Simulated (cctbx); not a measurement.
## Diagnosing a refinement

Cell a = 4.5120 Å, b = 4.5120 Å, c = 23.6400 Å, α = 90.00°, β = 90.00°, γ = 90.00°; space group I4/mmm (no. 139). The compound is Sr3Fe2S4F3.

Simulated single-crystal data (cctbx): Mo Kα, λ = 0.71073 Å, to d = 0.8 Å, 70 % of the full sphere, strongest reflection 70000 counts, noise from counting, a 6 % proportional error and a noise floor of 4 counts (s.d.); no absorption.

An anisotropic refinement with weights 1/σ² prints:

```text
Rint 0.044, 184 unique reflections to 0.80 A
cycle     R1     wR2    GooF  max shift (A)
   1  0.1416  0.3969  14.836   0.01311
   5  0.1405  0.3408  12.739   0.00047
final R1 0.1405 wR2 0.3408 GooF 12.739  parameters 14  data/parameter 13.1
atom        x        y        z      Ueq    occ   su(xyz)  su(Uiso or U11)
Sr1    0.00000  0.00000  0.32865   0.0042  1.000  0.00015  0.0019
Sr2    0.50000  0.50000  0.00000   0.0042  1.000  0.00000  0.0022
Fe1    0.00000  0.00000  0.09735   0.0100  1.000  0.00032  0.0026
S1     0.50000  0.00000  0.40210   0.0153  1.000  0.00035  0.0045
F1     0.00000  0.00000  0.00000   0.0410  1.000  0.00000  0.0226  NPD
difference map: max 19.54 min -5.46 rms 1.21
Q1    0.0000  0.0000  0.2059    4   19.76  2.57 A from Fe1
Q2    0.0000  0.0000  0.5000    2   12.27  0.00 A from Sr2
Q3    0.0000  0.0000  0.3262    4   10.21  0.06 A from Sr1
Q4    0.0000  0.0000  0.0181    4    9.01  0.43 A from F1
Q5    0.0000  0.0000  0.1013    4    8.40  0.09 A from Fe1
Q6    0.0000  0.5000  0.1009    8    5.16  0.07 A from S1
```

Q: Accept it or mend it, and why?

Mend it. The fault: an atom left out, F at (0, 0, 0.2075). Against the right model at the same level, R1 goes from 0.0114 to 0.1405 and GooF from 0.88 to 12.74, U of Sr2 shrinks from 0.0110 to 0.0042 Å², the top difference peak, 19.8 e/Å³, lies 2.57 Å from Fe1 and F1 goes non-positive-definite. Q1 is the missing atom. With scattering power missing, scale and phases suffer, so peaks may also grow on the heavy atoms.

The compound is Sr3Fe2S4F3. The right model at the same level gives:

```text
Rint 0.044, 184 unique reflections to 0.80 A
cycle     R1     wR2    GooF  max shift (A)
   1  0.0210  0.0631   2.379   0.00533
   2  0.0114  0.0234   0.882   0.00000
final R1 0.0114 wR2 0.0234 GooF 0.882  parameters 17  data/parameter 10.8
atom        x        y        z      Ueq    occ   su(xyz)  su(Uiso or U11)
Sr1    0.00000  0.00000  0.32809   0.0094  1.000  0.00001  0.0001
Sr2    0.50000  0.50000  0.00000   0.0110  1.000  0.00000  0.0001
Fe1    0.00000  0.00000  0.09828   0.0134  1.000  0.00002  0.0002
S1     0.50000  0.00000  0.40182   0.0180  1.000  0.00002  0.0003
F1     0.00000  0.00000  0.20748   0.0143  1.000  0.00007  0.0005
F2     0.00000  0.00000  0.00000   0.0136  1.000  0.00000  0.0007
difference map: max 0.30 min -0.35 rms 0.09
Q1    0.0000  0.5000  0.1737    8    0.30  1.79 A from S1
Q2    0.0000  0.0000  0.5000    2    0.29  0.00 A from Sr2
Q3    0.0000  0.4212  0.4661   16    0.27  1.56 A from S1
Q4    0.0000  0.5000  0.1081    8    0.26  0.24 A from S1
Q5    0.0000  0.5000  0.2346    8    0.25  2.35 A from F1
Q6    0.0914  0.0914  0.4486   16    0.24  1.35 A from Sr2
```

The model is made up (kin elements in a known structure type, no relaxation), so it says nothing on whether the phase exists.

[Middle refinement cycles are left out of these outputs.]

[Logs are printed without paths, hosts, clocks, repeated set-up lines and the standing remarks that a program may print on its own settings, such as how far it seeks lower states.]
